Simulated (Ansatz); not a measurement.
**Electron scattering at the Σ5 (210) boundary in fcc Rh**

Aim: the relaxed structure and the specific resistance of the Σ5 (210) boundary in fcc Rh.

Main program and level: Ansatz 0.2.0; Ansatz plane-wave DFT, r2SCAN, PAW files; relaxation of a bicrystal slab with its lowest layers held; PAW set soft_1, in the first sound run; inputs show where later runs differ.

## Step 1: The starting structure

The cell holds 21 atoms: 21 Rh. Cell: a = 4.658 Å, b = 3.803 Å, c = 28.858 Å, α = 90.0°, β = 90.0°, γ = 65.9°. It derives from Rh. built on the (2 1 0) plane; 2 overlapping atoms removed and the grains opened by 0 Å. Vacuum lies along c.

## Step 2: Relaxing the bicrystal

The boundary is built by mirroring the lower grain in the boundary plane and removing any atoms that overlap. A thin bicrystal slab is relaxed first, with the lowest layers held and the upper grain free to shift and open.

File input.yaml:

```yaml
crystal:
  lattice:
    - [4.6578272204, 0.0, 0.0]
    - [1.5526090735, 3.4717394307, 0.0]
    - [0.0, 0.0, 28.8583792625]
  atoms:
    - { symbol: Rh, position: [0.6, 0.7, 0.1732599033] }
    - { symbol: Rh, position: [0.2, 0.4, 0.2027279134] }
    - { symbol: Rh, position: [0.8, 0.1, 0.2321959235] }
    - { symbol: Rh, position: [0.4, 0.8, 0.2616639337] }
    - { symbol: Rh, position: [1.0, 0.5, 0.2911319438] }
    - { symbol: Rh, position: [0.6, 0.2, 0.3205999539] }
    - { symbol: Rh, position: [0.2, 0.9, 0.3500679641] }
    - { symbol: Rh, position: [0.8, 0.6, 0.3795359742] }
    - { symbol: Rh, position: [0.4, 0.3, 0.4090039843] }
    - { symbol: Rh, position: [0.0, 0.0, 0.4384719945] }
    - { symbol: Rh, position: [0.8, 0.6, 0.4974080147] }
    - { symbol: Rh, position: [0.2, 0.9, 0.5268760249] }
    - { symbol: Rh, position: [0.6, 0.2, 0.556344035] }
    - { symbol: Rh, position: [1.0, 0.5, 0.5858120451] }
    - { symbol: Rh, position: [0.4, 0.8, 0.6152800553] }
    - { symbol: Rh, position: [0.8, 0.1, 0.6447480654] }
    - { symbol: Rh, position: [0.2, 0.4, 0.6742160755] }
    - { symbol: Rh, position: [0.6, 0.7, 0.7036840857] }
    - { symbol: Rh, position: [1.0, 1.0, 0.7331520958] }
    - { symbol: Rh, position: [0.4, 0.3, 0.7626201059] }
    - { symbol: Rh, position: [0.8, 0.6, 0.7920881161] }
kpoints:
  mp_grid: { grid: [7, 7, 1] }
hamiltonian:
  xc: r2scan
  pseudopotentials: { kind: paw, azcp: { folder: soft_1 } }
scf:
  occupations: { method: fermi_dirac, width: 0.1 }
relax:
  f_tol: 0.03
  max_steps: 80
  constraints: [{ sites: [0, 1, 2, 3] }]
```

Run with:

```sh
$ ansatz run input.yaml --threads 4 --pin off --max-ram 15360MiB --backend cpu --events-out ev --progress --plain --runs-dir out
```

Numbers of over 12 decimals in the logs are rounded to 6 here.

Output:

```text
Engine: ansatz 0.2.0, x86_64-unknown-linux-gnu
Pseudopotentials: kind: paw
Pseudopotential: Rh, paw, valence charge 17, recommended cutoff 500 eV (meta_gga), soft_1/Rh.paw.azcp
Functional definition: r2SCAN
  parameter k0 = 0.174
  parameter k1 = 0.065
  parameter a1 = 4.9479
  exchange = r2scan_x(k0 = k0, k1 = k1, a1 = a1)
  correlation = r2scan_c
Crystal: 21 atoms, lattice volume = 466.662 Å³
Basis set: ecut = 500 eV, 11837 PW (Γ), exchange–correlation on 144×120×864 points (64 copies of the dense FFT grid, shifted against one another)
Bands: 215, of which v1, the nominal top of the filled ones, is band 179 counted from 1 (178 counted from 0)
Symmetry: 2 space group operations
Space group: Cm (ITA 8), of the structure as read, at distance tolerance 7.8e-5 Å
k-points: 16 of 49 (time reversal used)
Non-local potential: Rh, projectors of the file, l = 0: 3, l = 1: 2, l = 2: 2, l = 3: 1
PAW form: soft (Blöchl's): semilocal exchange-correlation on the pseudo side does not see the compensation charge
PAW frozen core: Rh, regenerated for the run's functional (the file was generated under x = pbe(κ = 0.804, μ = 0.219515), c = pbe(β = 0.066725))
PAW one-centre angular grid: Rh, 590 points (default); XC on 160 Gauss nodes
Initial density: superposition of atomic densities (neutral atoms: chi_scale 0, normalization atom)
Initial wavefunctions: pseudopotential atomic-orbital guess
Functional: x = r2scan, c = r2scan; τ floored in thin density (d = 2e-4 eV/Å³)
SCF iter   1: F=—  HF=-134720.549803 eV  |F-HF|=—  |Δ(HF+E_count)|=         —  Δρ=7.22e-2  dr2=3.98e1  dr2_τ=6.27e-1  ethr=3.10e-3  ⟨swp⟩=6.0  Hψ=11863  notcnv=0  defer=58
preconditioner: auto → LDOS  [metal: Δε(μ)=0.005 eV  Ē_g=5.906 eV  σ=0.100 eV  W_gap=0.01  n_scr=128 (ndim 8)  ℏωp=23.6 eV  f_vac=0.309  D(μ)=31.20/eV (n_scr^D=324)  β→1.0]
SCF iter   2: F=—  HF=-134724.069336 eV  |F-HF|=—  |Δ(HF+E_count)|=    3.52e0  Δρ=8.52e-2  dr2=3.39e1  dr2_τ=2.89e0  ethr=3.10e-3  ⟨swp⟩=3.0  Hψ=9187  notcnv=0  defer=132
SCF iter   3: F=—  HF=-134714.026215 eV  |F-HF|=—  |Δ(HF+E_count)|=    1.00e1  Δρ=9.92e-3  dr2=4.18e-1  dr2_τ=4.26e-2  ethr=3.10e-3  ⟨swp⟩=2.0  Hψ=6981  notcnv=0  defer=156
SCF iter   4: F=—  HF=-134714.032606 eV  |F-HF|=—  |Δ(HF+E_count)|=   6.39e-3  Δρ=3.28e-3  dr2=6.84e-2  dr2_τ=5.72e-3  ethr=1.17e-4  ⟨swp⟩=3.2  Hψ=8121  notcnv=0  defer=145
SCF iter   5: F=—  HF=-134714.021022 eV  |F-HF|=—  |Δ(HF+E_count)|=   1.16e-2  Δρ=1.02e-3  dr2=2.11e-2  dr2_τ=3.49e-4  ethr=1.92e-5  ⟨swp⟩=2.0  Hψ=5154  notcnv=0  defer=145
SCF iter   6: F=—  HF=-134714.023828 eV  |F-HF|=—  |Δ(HF+E_count)|=   2.81e-3  Δρ=5.41e-4  dr2=1.96e-3  dr2_τ=1.92e-4  ethr=5.91e-6  ⟨swp⟩=2.0  Hψ=4953  notcnv=0  defer=145
SCF iter   7: F=—  HF=-134714.023714 eV  |F-HF|=—  |Δ(HF+E_count)|=   1.14e-4  Δρ=2.47e-4  dr2=4.53e-4  dr2_τ=2.15e-5  ethr=5.48e-7  ⟨swp⟩=2.5  Hψ=5575  notcnv=0  defer=145
SCF iter   8: F=—  HF=-134714.023652 eV  |F-HF|=—  |Δ(HF+E_count)|=   6.23e-5  Δρ=9.16e-5  dr2=7.48e-5  dr2_τ=1.54e-6  ethr=1.27e-7  ⟨swp⟩=2.1  Hψ=4918  notcnv=0  defer=145
SCF iter   9: F=-134714.023653 eV  HF=-134714.023664 eV  |F-HF|=1.03e-5  |Δ(HF+E_count)|=   1.19e-5  Δρ=4.67e-5  dr2=1.42e-5  dr2_τ=1.19e-6  ethr=6.30e-9  ⟨swp⟩=5.0  Hψ=12097  notcnv=0
SCF 1 converged in 9 iterations: F = -134714.023653 eV  dr2 = 1.42e-5
  greatest PAW one-centre occupation: 1.001 electrons in one spin orbital (limit 2), on the Rh atom at site 15 (counted from 0), in its partial waves of l = 0
relax step   1: F+E_penalty+E_count = -134714.02365330 eV  Δ(F+E_penalty+E_count) = +0.000e0 eV  max|allowed force component| = 1.310e0 eV/Å  Δτ_max = 0.0000 Å  (9 SCF iters, dr2 threshold 2.25e-5 eV, accepted)
Initial density: handed on by an earlier stage of this run
Initial wavefunctions: those handed on with the density
SCF iter   1: F=—  HF=-134710.987465 eV  |F-HF|=—  |Δ(HF+E_count)|=         —  Δρ=2.41e-2  dr2=2.59e1  dr2_τ=1.23e1  ethr=3.10e-3  ⟨swp⟩=4.2  Hψ=8340  notcnv=0  defer=130
preconditioner: auto → LDOS  [metal: Δε(μ)=0.008 eV  Ē_g=5.738 eV  σ=0.100 eV  W_gap=0.02  n_scr=128 (ndim 8)  ℏωp=23.6 eV  f_vac=0.316  D(μ)=33.21/eV (n_scr^D=358)  β→1.0]
SCF iter   2: F=—  HF=-134714.370275 eV  |F-HF|=—  |Δ(HF+E_count)|=    3.38e0  Δρ=1.14e-2  dr2=3.08e0  dr2_τ=2.09e-1  ethr=3.10e-3  ⟨swp⟩=2.1  Hψ=4175  notcnv=0  defer=132
SCF iter   3: F=—  HF=-134714.313573 eV  |F-HF|=—  |Δ(HF+E_count)|=   5.67e-2  Δρ=4.28e-3  dr2=1.13e0  dr2_τ=1.58e-2  ethr=8.63e-4  ⟨swp⟩=2.0  Hψ=3809  notcnv=0  defer=132
SCF iter   4: F=—  HF=-134714.305767 eV  |F-HF|=—  |Δ(HF+E_count)|=   7.81e-3  Δρ=2.46e-3  dr2=2.54e-1  dr2_τ=1.65e-3  ethr=3.17e-4  ⟨swp⟩=2.0  Hψ=4249  notcnv=0  defer=132
SCF iter   5: F=—  HF=-134714.298646 eV  |F-HF|=—  |Δ(HF+E_count)|=   7.12e-3  Δρ=6.37e-4  dr2=1.11e-2  dr2_τ=2.10e-4  ethr=7.13e-5  ⟨swp⟩=2.0  Hψ=4727  notcnv=0  defer=132
SCF iter   6: F=—  HF=-134714.299897 eV  |F-HF|=—  |Δ(HF+E_count)|=   1.25e-3  Δρ=2.84e-4  dr2=3.58e-3  dr2_τ=4.10e-5  ethr=3.12e-6  ⟨swp⟩=1.6  Hψ=4093  notcnv=0  defer=132
SCF iter   7: F=—  HF=-134714.299968 eV  |F-HF|=—  |Δ(HF+E_count)|=   7.03e-5  Δρ=1.13e-4  dr2=5.16e-4  dr2_τ=3.33e-6  ethr=1.00e-6  ⟨swp⟩=1.6  Hψ=3615  notcnv=0  defer=132
SCF iter   8: F=-134714.299970 eV  HF=-134714.299978 eV  |F-HF|=8.32e-6  |Δ(HF+E_count)|=   1.02e-5  Δρ=2.53e-5  dr2=1.04e-5  dr2_τ=2.52e-7  ethr=2.80e-8  ⟨swp⟩=3.3  Hψ=11552  notcnv=0
SCF 2 converged in 8 iterations: F = -134714.299970 eV  dr2 = 1.04e-5
  greatest PAW one-centre occupation: 1.001 electrons in one spin orbital (limit 2), on the Rh atom at site 17 (counted from 0), in its partial waves of l = 0
relax step   2: F+E_penalty+E_count = -134714.29996952 eV  Δ(F+E_penalty+E_count) = -2.763e-1 eV  max|allowed force component| = 3.460e-1 eV/Å  Δτ_max = 0.1984 Å  (8 SCF iters, dr2 threshold 1.00e-4 eV, accepted)
SCF iter   1: F=—  HF=-134707.999138 eV  |F-HF|=—  |Δ(HF+E_count)|=         —  Δρ=2.49e-2  dr2=6.16e1  dr2_τ=3.91e1  ethr=3.10e-3  ⟨swp⟩=5.9  Hψ=10607  notcnv=0  defer=112
preconditioner: auto → LDOS  [metal: Δε(μ)=0.007 eV  Ē_g=5.784 eV  σ=0.100 eV  W_gap=0.02  n_scr=128 (ndim 8)  ℏωp=23.6 eV  f_vac=0.321  D(μ)=33.06/eV (n_scr^D=354)  β→1.0]
SCF iter   2: F=—  HF=-134714.586991 eV  |F-HF|=—  |Δ(HF+E_count)|=    6.59e0  Δρ=1.35e-2  dr2=9.08e0  dr2_τ=1.76e-1  ethr=3.10e-3  ⟨swp⟩=2.9  Hψ=7048  notcnv=0  defer=139
SCF iter   3: F=—  HF=-134714.493102 eV  |F-HF|=—  |Δ(HF+E_count)|=   9.39e-2  Δρ=4.44e-3  dr2=1.51e0  dr2_τ=1.39e-2  ethr=2.54e-3  ⟨swp⟩=2.0  Hψ=3478  notcnv=0  defer=139
[...]
SCF iter   9: F=-134714.491386 eV  HF=-134714.491387 eV  |F-HF|=5.27e-7  |Δ(HF+E_count)|=   5.95e-7  Δρ=9.45e-6  dr2=7.57e-7  dr2_τ=4.25e-8  ethr=2.10e-9  ⟨swp⟩=4.2  Hψ=10638  notcnv=0
SCF 3 converged in 9 iterations: F = -134714.491386 eV  dr2 = 7.57e-7
relax step   3: F+E_penalty+E_count = -134714.49138647 eV  Δ(F+E_penalty+E_count) = -1.914e-1 eV  max|allowed force component| = 2.195e-1 eV/Å  Δτ_max = 0.1925 Å  (9 SCF iters, dr2 threshold 7.48e-6 eV, accepted)
[... from here on, the SCF cycles and remarks between the steps are left out ...]
relax step   4: F+E_penalty+E_count = -134714.62001443 eV  Δ(F+E_penalty+E_count) = -1.286e-1 eV  max|allowed force component| = 2.118e-1 eV/Å  Δτ_max = 0.1901 Å  (9 SCF iters, dr2 threshold 3.36e-6 eV, accepted)
relax step   5: F+E_penalty+E_count = -134714.71462607 eV  Δ(F+E_penalty+E_count) = -9.461e-2 eV  max|allowed force component| = 1.866e-1 eV/Å  Δτ_max = 0.1918 Å  (8 SCF iters, dr2 threshold 1.81e-5 eV, accepted)
relax step   6: F+E_penalty+E_count = -134714.77588243 eV  Δ(F+E_penalty+E_count) = -6.126e-2 eV  max|allowed force component| = 1.386e-1 eV/Å  Δτ_max = 0.1944 Å  (8 SCF iters, dr2 threshold 2.70e-5 eV, accepted)
relax step   7: F+E_penalty+E_count = -134714.83128828 eV  Δ(F+E_penalty+E_count) = -5.541e-2 eV  max|allowed force component| = 2.715e-1 eV/Å  Δτ_max = 0.2000 Å  (10 SCF iters, dr2 threshold 1.06e-5 eV, accepted)
relax step   8: F+E_penalty+E_count = -134714.85329499 eV  Δ(F+E_penalty+E_count) = -2.201e-2 eV  max|allowed force component| = 2.112e-1 eV/Å  Δτ_max = 0.1963 Å  (8 SCF iters, dr2 threshold 4.06e-5 eV, accepted)
relax step   9: F+E_penalty+E_count = -134714.86204035 eV  Δ(F+E_penalty+E_count) = -8.745e-3 eV  max|allowed force component| = 1.144e-1 eV/Å  Δτ_max = 0.1715 Å  (8 SCF iters, dr2 threshold 2.70e-5 eV, accepted)
relax step  10: F+E_penalty+E_count = -134714.86398956 eV  Δ(F+E_penalty+E_count) = -1.949e-3 eV  max|allowed force component| = 1.660e-1 eV/Å  Δτ_max = 0.0437 Å  (8 SCF iters, dr2 threshold 3.84e-6 eV, accepted)
relax step  11: F+E_penalty+E_count = -134714.86563261 eV  Δ(F+E_penalty+E_count) = -1.643e-3 eV  max|allowed force component| = 2.389e-2 eV/Å  Δτ_max = 0.0151 Å  (6 SCF iters, dr2 threshold 8.09e-6 eV, accepted)
iter 1 solved again at ethr=4.85e-10 eV; its pass at ethr=3.10e-3 eV (dr2=1.73e-6 eV) is discarded
SCF iter   1: F=—  HF=-134714.865634 eV  |F-HF|=—  |Δ(HF+E_count)|=         —  Δρ=1.27e-5  dr2=1.74e-6  dr2_τ=9.90e-8  ethr=4.85e-10  ⟨swp⟩=1.8  Hψ=8212  notcnv=0  defer=147
preconditioner: auto → LDOS  [metal: Δε(μ)=0.002 eV  Ē_g=5.864 eV  σ=0.100 eV  W_gap=0.01  n_scr=128 (ndim 8)  ℏωp=23.6 eV  f_vac=0.332  D(μ)=31.96/eV (n_scr^D=338)  β→1.0]
SCF iter   2: F=—  HF=-134714.865634 eV  |F-HF|=—  |Δ(HF+E_count)|=   2.38e-7  Δρ=7.00e-6  dr2=5.70e-7  dr2_τ=1.91e-8  ethr=4.85e-10  ⟨swp⟩=2.1  Hψ=5134  notcnv=0  defer=147
SCF iter   3: F=—  HF=-134714.865634 eV  |F-HF|=—  |Δ(HF+E_count)|=   8.61e-8  Δρ=3.18e-6  dr2=1.13e-7  dr2_τ=6.21e-9  ethr=1.60e-10  ⟨swp⟩=2.2  Hψ=5578  notcnv=0  defer=147
SCF iter   4: F=-134714.865634 eV  HF=-134714.865634 eV  |F-HF|=1.21e-8  |Δ(HF+E_count)|=   6.64e-9  Δρ=9.19e-7  dr2=7.83e-9  dr2_τ=3.36e-10  ethr=2.80e-11  ⟨swp⟩=4.8  Hψ=10013  notcnv=0
SCF 12 converged in 4 iterations: F = -134714.865634 eV  dr2 = 7.83e-9
relax step  12: F+E_penalty+E_count = -134714.86563406 eV  Δ(F+E_penalty+E_count) = -1.445e-6 eV  max|allowed force component| = 2.402e-2 eV/Å  Δτ_max = 0.0000 Å  (4 SCF iters, accepted)
iter 1 solved again at ethr=2.05e-12 eV; its pass at ethr=3.10e-3 eV (dr2=7.31e-9 eV) is discarded
SCF iter   1: F=—  HF=-134714.865634 eV  |F-HF|=—  |Δ(HF+E_count)|=         —  Δρ=9.19e-7  dr2=7.83e-9  dr2_τ=3.39e-10  ethr=2.05e-12  ⟨swp⟩=2.3  Hψ=13105  notcnv=0  defer=143
preconditioner: auto → LDOS  [metal: Δε(μ)=0.002 eV  Ē_g=5.863 eV  σ=0.100 eV  W_gap=0.01  n_scr=128 (ndim 8)  ℏωp=23.6 eV  f_vac=0.332  D(μ)=31.96/eV (n_scr^D=338)  β→1.0]
SCF iter   2: F=-134714.865634 eV  HF=-134714.865634 eV  |F-HF|=6.29e-9  |Δ(HF+E_count)|=   2.76e-9  Δρ=5.41e-7  dr2=3.03e-9  dr2_τ=1.17e-10  ethr=2.05e-12  ⟨swp⟩=3.5  Hψ=8045  notcnv=0
SCF 13 converged in 2 iterations: F = -134714.865634 eV  dr2 = 3.03e-9
SCF converged after 2 iterations
Free energy (F): -134714.865634 eV
Harris-Foulkes:  -134714.865634 eV  (|F-HF|=6.29e-9)
Internal energy: -134713.812333 eV  (E = F + TS)
E sigma→0 (E₀):  -134714.338983 eV
Entropy (-TS):   -1.053301 eV (-50.157 meV/atom)
Fermi energy:    11.997163 eV
--- Per-component energies (eV) ---
  E_band       = -5727.794376
  E_kinetic    = 11271.611473
  E_local      = -485568.957941  (includes V_loc(G=0)·N_el)
  E_nonlocal   = 6290.839899
  E_hartree    = 237015.766117
  E_xc         = -4085.582569
  E_vxc        = -5941.524644  (∫ρ·V_xc dr)
  E_paw        = -76070.743982  (= ΣΔE_a)
  E_vpaw       = -6226.047671  (= ΣTr[D̂ρ^β])
  E_aug_tail   = -0.001727  (compensation charges beyond the density's cutoff)
  E_vtau       = 414.761468  (kinetic-family band-sum trace: ∫τ·v_τ [+ j·A + Jᵃ·Aᵃ] dr)
  E_ewald      = 176441.025465
  E_core_change = -7.769069  (= ΣΔE_core)
  E_smearing   = -1.053301  (= −TS)
  E_closure    = 0.000000  (closes the sum)
  Σ components = -134714.865634   (vs F -134714.865634, Δ=0.00e0)
--- Forces (eV/Å), atoms counted from 1 ---
  atom   1  Rh    -0.06008301     0.02686994     1.23717481
  atom   2  Rh     0.05408293    -0.02418662     0.09498446
  atom   3  Rh     0.01806310    -0.00807806    -0.63104438
  atom   4  Rh    -0.00661139     0.00295670    -0.70591489
  atom   5  Rh    -0.00125910     0.00056309     0.00677624
  atom   6  Rh    -0.00699781     0.00312952    -0.00043550
  atom   7  Rh    -0.00357291     0.00159786     0.00604755
  atom   8  Rh     0.00191831    -0.00085789     0.00028387
  atom   9  Rh     0.01548628    -0.00692567    -0.01130101
  atom  10  Rh    -0.00799428     0.00357515     0.00500717
  atom  11  Rh    -0.00004523     0.00002023     0.00752509
  atom  12  Rh    -0.00353075     0.00157900     0.01381634
  atom  13  Rh    -0.00573697     0.00256565    -0.01419530
  atom  14  Rh     0.00988549    -0.00442092    -0.01477653
  atom  15  Rh    -0.00016732     0.00007483     0.01990877
  atom  16  Rh     0.00076291    -0.00034118    -0.00889022
  atom  17  Rh    -0.00436355     0.00195144    -0.00660543
  atom  18  Rh    -0.00090040     0.00040267    -0.01895114
  atom  19  Rh     0.00137630    -0.00061550    -0.00861729
  atom  20  Rh    -0.00620783     0.00277622     0.00521708
  atom  21  Rh     0.00590260    -0.00263972     0.02399417
  max |Σ_I F_I| component: 7.34e-6 eV/Å
--- Relaxed structure (12 steps of the walk, 12 accepted, 0 SCFs on fresh bases) ---
  F+E_penalty+E_count = -134714.86563406 eV   max|allowed force component| = 2.402e-2 eV/Å
  atoms:
    - { symbol: Rh, position: [0.600000, 0.7, 0.1732599033] }
    - { symbol: Rh, position: [0.2, 0.4, 0.202728] }
    - { symbol: Rh, position: [0.8, 0.1, 0.232196] }
    - { symbol: Rh, position: [0.4, 0.8, 0.261664] }
    - { symbol: Rh, position: [0.998447, 0.500776, 0.290393] }
    - { symbol: Rh, position: [0.599921, 0.200039, 0.320493] }
    - { symbol: Rh, position: [0.206616, 0.896692, 0.348686] }
    - { symbol: Rh, position: [0.803198, 0.598401, 0.378913] }
    - { symbol: Rh, position: [0.404433, 0.297784, 0.410283] }
    - { symbol: Rh, position: [-0.005788, 0.002894, 0.432655] }
    - { symbol: Rh, position: [0.610801, 0.694600, 0.473286] }
    - { symbol: Rh, position: [0.024846, 0.987577, 0.514521] }
    - { symbol: Rh, position: [0.429445, 0.285277, 0.537574] }
    - { symbol: Rh, position: [0.828723, 0.585638, 0.568658] }
    - { symbol: Rh, position: [0.234704, 0.882648, 0.599031] }
    - { symbol: Rh, position: [0.627669, 0.186166, 0.627247] }
    - { symbol: Rh, position: [0.025354, 0.487323, 0.656524] }
    - { symbol: Rh, position: [0.427535, 0.786232, 0.686835] }
    - { symbol: Rh, position: [0.832155, 1.083923, 0.716634] }
    - { symbol: Rh, position: [0.227630, 0.386185, 0.743625] }
    - { symbol: Rh, position: [0.627634, 0.686183, 0.769943] }
```

Elapsed: 9 min, on 4 threads of Intel Xeon Platinum 8488C (Sapphire Rapids), shared host; peak memory 4 GiB.

Relaxation path:

| step | energy less that of the first step (eV) | largest force component (eV/Å) |
| --- | --- | --- |
| 1 | 0.0000 | 1.3102 |
| 2 | -0.2763 | 0.3460 |
| 3 | -0.4677 | 0.2195 |
| 4 | -0.5964 | 0.2118 |
| 5 | -0.6910 | 0.1866 |
| 6 | -0.7522 | 0.1386 |
| 7 | -0.8076 | 0.2715 |
| 8 | -0.8296 | 0.2112 |
| 9 | -0.8384 | 0.1144 |
| 10 | -0.8403 | 0.1660 |
| 11 | -0.8420 | 0.0239 |
| 12 | -0.8420 | 0.0240 |

The run keeps the 2 symmetry operations that it works with, so distortions that break them were not tested.

The atoms that moved most (Å):

| atom | dx | dy | dz | length |
| --- | --- | --- | --- | --- |
| Rh11 | -0.734 | 0.328 | -0.696 | 1.064 |
| Rh21 | -0.669 | 0.299 | -0.639 | 0.972 |
| Rh20 | -0.669 | 0.299 | -0.548 | 0.915 |
| Rh13 | -0.662 | 0.296 | -0.542 | 0.905 |
| Rh17 | -0.678 | 0.303 | -0.511 | 0.901 |
| Rh16 | -0.669 | 0.299 | -0.505 | 0.890 |
| Rh14 | -0.665 | 0.297 | -0.495 | 0.881 |
| Rh18 | -0.669 | 0.299 | -0.486 | 0.880 |

This step gave:

- free energy: -134714.8656 eV
- energy at zero smearing: -134714.3390 eV
- Fermi energy: 12.00 eV

The largest force component on a free atom ends at 0.024 eV/Å, under the tolerance of 0.03, after 12 steps.

(Part 1 of 3 ends here.)

[Logs are printed without paths, hosts, clocks, repeated set-up lines and the standing remarks that a program may print on its own settings, such as how far it seeks lower states.]

[Hosts, paths, dates, database ids (printed as entryN), source tags and the programs' standing remarks are cut or masked in the printed files.]
